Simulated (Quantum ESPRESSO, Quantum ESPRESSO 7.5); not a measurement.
# K(110): thickness series by an ASE script

How thick must a slab of K(110) be?

Program: Quantum ESPRESSO 7.5. Level of theory: plane-wave DFT, PBE, GBRV ultrasoft pseudopotentials. Results are calculated unless marked as measured.

The experiments to compare with:

“Anisotropic work function of elemental crystals” (2019, arxiv:1902.07811) quotes from earlier work for K (polycrystalline sample, no single face): work function, loosely compared (polycrystalline sample, no single face) 2.29 eV.

Report form: the programs' logs are mostly left out.

### 1. The structure

The cell holds 8 atoms: 8 K. Its edges and angles: a = 4.529 Å, b = 4.529 Å, c = 40.887 Å, α = 90.0°, β = 90.0°, γ = 70.5°. It derives from K. Vacuum lies along c.

Structure file:

```cif
data_structure
_symmetry_space_group_name_H-M 'P 1'
_symmetry_Int_Tables_number 1
_cell_length_a 4.5293
_cell_length_b 4.5293
_cell_length_c 40.8872
_cell_angle_alpha 90.000
_cell_angle_beta 90.000
_cell_angle_gamma 70.529
_cell_volume 790.82
loop_
_atom_site_label
_atom_site_type_symbol
_atom_site_fract_x
_atom_site_fract_y
_atom_site_fract_z
_atom_site_occupancy
K1 K 0.00000 0.00000 0.18343 1
K2 K 0.50000 0.50000 0.27388 1
K3 K 0.00000 0.00000 0.36433 1
K4 K 0.50000 0.50000 0.45478 1
K5 K 0.00000 0.00000 0.54522 1
K6 K 0.50000 0.50000 0.63567 1
K7 K 0.00000 0.00000 0.72612 1
K8 K 0.50000 0.50000 0.81657 1
```

### 2. The script

ASE writes the inputs, starts pw.x and reads the results. Under ESM bc1 the zero of energy of a symmetric slab is the vacuum, so the work function is minus the Fermi level.

Contents of run.py:

```python
import json
import numpy as np
from ase.build import bcc110
from ase.calculators.espresso import Espresso, EspressoProfile

profile = EspressoProfile(command='mpirun -n 4 pw.x -nk 4', pseudo_dir='../pseudo')
pseudopotentials = {'K': 'k_pbe_v1.4.uspp.F.UPF'}
system = {'ecutwfc': 40, 'ecutrho': 200, 'occupations': 'smearing', 'smearing': 'mv', 'degauss': 0.02}


def calculator(name, kpts, **extra):
    data = dict(control=dict(tprnfor=True, verbosity='high', disk_io='none'),
                system=system | extra,
                electrons=dict(conv_thr=1e-07, mixing_beta=0.4, mixing_mode='local-TF',
                               electron_maxstep=100))
    return Espresso(profile=profile, directory=name, pseudopotentials=pseudopotentials, kpts=kpts, input_data=data)


def centre(atoms):
    z = atoms.positions[:, 2]
    atoms.positions[:, 2] -= (z.max() + z.min()) / 2  # ESM wants the slab about z = 0
    return atoms


rows = []
for n in [3, 4, 5, 6, 7, 8]:
    slab = centre(bcc110('K', size=(1, 1, n), a=5.23, vacuum=7.5, periodic=True))
    slab.set_initial_magnetic_moments([0.0] * n)
    slab.calc = calculator(f'n{n}', (8, 8, 1), assume_isolated='esm', esm_bc='bc1')
    energy = slab.get_potential_energy()
    work = -slab.calc.get_fermi_level()
    force = slab.get_forces()[-1, 2]
    rows.append([n, energy, work, force])
    print(f'{n} layers: E = {energy:.5f} eV, work function {work:.3f} eV, force on the top atom {force:+.3f} eV/A')

n, energy = np.array(rows)[:, :2].T
slope, offset = np.polyfit(n[1:], energy[1:], 1)
area = np.linalg.norm(np.cross(*slab.cell[:2]))
gamma = offset / (2 * area) * 16.0218
print(f'bulk energy from the slope {slope:.5f} eV an atom; unrelaxed surface energy {gamma:.3f} J/m^2')
json.dump(dict(rows=rows, slope=slope, gamma=gamma), open('result.json', 'w'))
```

Run with:

```console
OMP_NUM_THREADS=1 python run.py
```

Elapsed: 45 min, on 4 MPI ranks of Arm Neoverse V2, shared host; peak memory 2.3 GiB.

This step gave:

| Property | Result |
| --- | --- |
| surface energy | 0.1075 J/m² |
| work function of the thickest slab | 2.374 eV |

Work function against layers:

| layers | work function (eV) |
| --- | --- |
| 3.00 | 2.42 |
| 4.00 | 2.38 |
| 5.00 | 2.37 |
| 6.00 | 2.37 |
| 7.00 | 2.37 |
| 8.00 | 2.37 |

Force on the top atom along the normal against layers:

| layers | force on the top atom along the normal (eV/Å) |
| --- | --- |
| 3.00 | 8.3e-4 |
| 4.00 | 0.00453 |
| 5.00 | -6.0e-4 |
| 6.00 | -1.6e-4 |
| 7.00 | 0.00105 |
| 8.00 | 0.00574 |

The energy less the bulk line's slope by layers:

| layers | energy less the bulk line's slope (meV) |
| --- | --- |
| 3.00 | 261 |
| 4.00 | 261 |
| 5.00 | 258 |
| 6.00 | 260 |
| 7.00 | 259 |
| 8.00 | 260 |

### 3. Running the series: PBE, SSSP efficiency

Level of this step: plane-wave DFT, PBE, SSSP efficiency pseudopotentials (Quantum ESPRESSO 7.5).

run.py, as its differences from the input of step 2:

```diff
@@ -6,4 +6,4 @@
 profile = EspressoProfile(command='mpirun -n 4 pw.x -nk 4', pseudo_dir='../pseudo')
-pseudopotentials = {'K': 'k_pbe_v1.4.uspp.F.UPF'}
-system = {'ecutwfc': 40, 'ecutrho': 200, 'occupations': 'smearing', 'smearing': 'mv', 'degauss': 0.02}
+pseudopotentials = {'K': 'K.pbe-spn-kjpaw_psl.1.0.0.UPF'}
+system = {'ecutwfc': 45, 'ecutrho': 360, 'occupations': 'smearing', 'smearing': 'mv', 'degauss': 0.02}
```

Run with:

```console
OMP_NUM_THREADS=1 python run.py
```

Run time: 27 min. Hardware: 4 MPI ranks; peak memory 3.8 GiB; 1.8 h of CPU time.

Numbers from this step:

- surface energy: 0.1073 J/m²
- work function of the thickest slab: 2.381 eV

Work function against layers:

| layers | work function (eV) |
| --- | --- |
| 3.00 | 2.43 |
| 4.00 | 2.38 |
| 5.00 | 2.38 |
| 6.00 | 2.38 |
| 7.00 | 2.38 |
| 8.00 | 2.38 |

Table of force on the top atom along the normal by layers:

| layers | force on the top atom along the normal (eV/Å) |
| --- | --- |
| 3.00 | 0.00501 |
| 4.00 | -0.00195 |
| 5.00 | 0.0137 |
| 6.00 | 0.00546 |
| 7.00 | 0.0123 |
| 8.00 | 0.00725 |

The energy less the bulk line's slope by layers:

| layers | energy less the bulk line's slope (meV) |
| --- | --- |
| 3.00 | 261 |
| 4.00 | 260 |
| 5.00 | 258 |
| 6.00 | 260 |
| 7.00 | 259 |
| 8.00 | 259 |

### 4. A check by hand

γ = (E_N − N e_bulk)/(2A). The excess of the thickest slab is 0.260 eV and A = 19.341 Å²: 0.260/(2 × 19.341) × 16.02 = 0.11 J/m² (1 eV/Å² = 16.02 J/m²); the fit's intercept gives 0.11.

### 5. Outcome

```yaml
work_function_of_the_thickest_slab_pbe_gbrv_ultrasoft: 2.37 eV
unrelaxed_surface_energy_pbe_gbrv_ultrasoft: 0.11 J/m²
work_function_of_the_thickest_slab_pbe_sssp_efficiency: 2.38 eV
unrelaxed_surface_energy_pbe_sssp_efficiency: 0.11 J/m²
```

What this shows: The thickest slab gives a work function of 2.37 eV and the series an unrelaxed surface energy of 0.11 J/m² (PBE, GBRV ultrasoft). The work function swings by 0.05 eV over 3 to 8 layers and by 0.00 eV over the last step; confined states crossing the Fermi level and the finite mesh both contribute. From 3 layers on it stays within 0.1 eV. The top atom feels almost no force. The slabs are cut from the bulk at the tabulated lattice constant and not relaxed; the surface energy comes from a straight line through the energies of all but the thinnest slab.

Computed beside measured:

| quantity | measured | PBE, GBRV | PBE, SSSP efficiency |
| --- | --- | --- | --- |
| work function, loosely compared (polycrystalline sample, no single face) (eV) | 2.29 | 2.37 (+0.08 eV) | 2.38 (+0.09 eV) |

Measured values from arxiv:1902.07811 (2019).

**Verdict.** A polycrystal averages over faces, so this is a loose comparison.

[Logs are printed without paths, hosts, clocks, repeated set-up lines and the standing remarks that a program may print on its own settings, such as how far it seeks lower states.]

[Hosts, paths, dates, database ids (printed as entryN), source tags and the programs' standing remarks are cut or masked in the printed files.]

[Maps of the electrostatic potential energy from Ansatz leave out the sawtooth potential of an applied field or a dipole correction, so their vacuum need not be flat; planar profiles and work functions include it.]
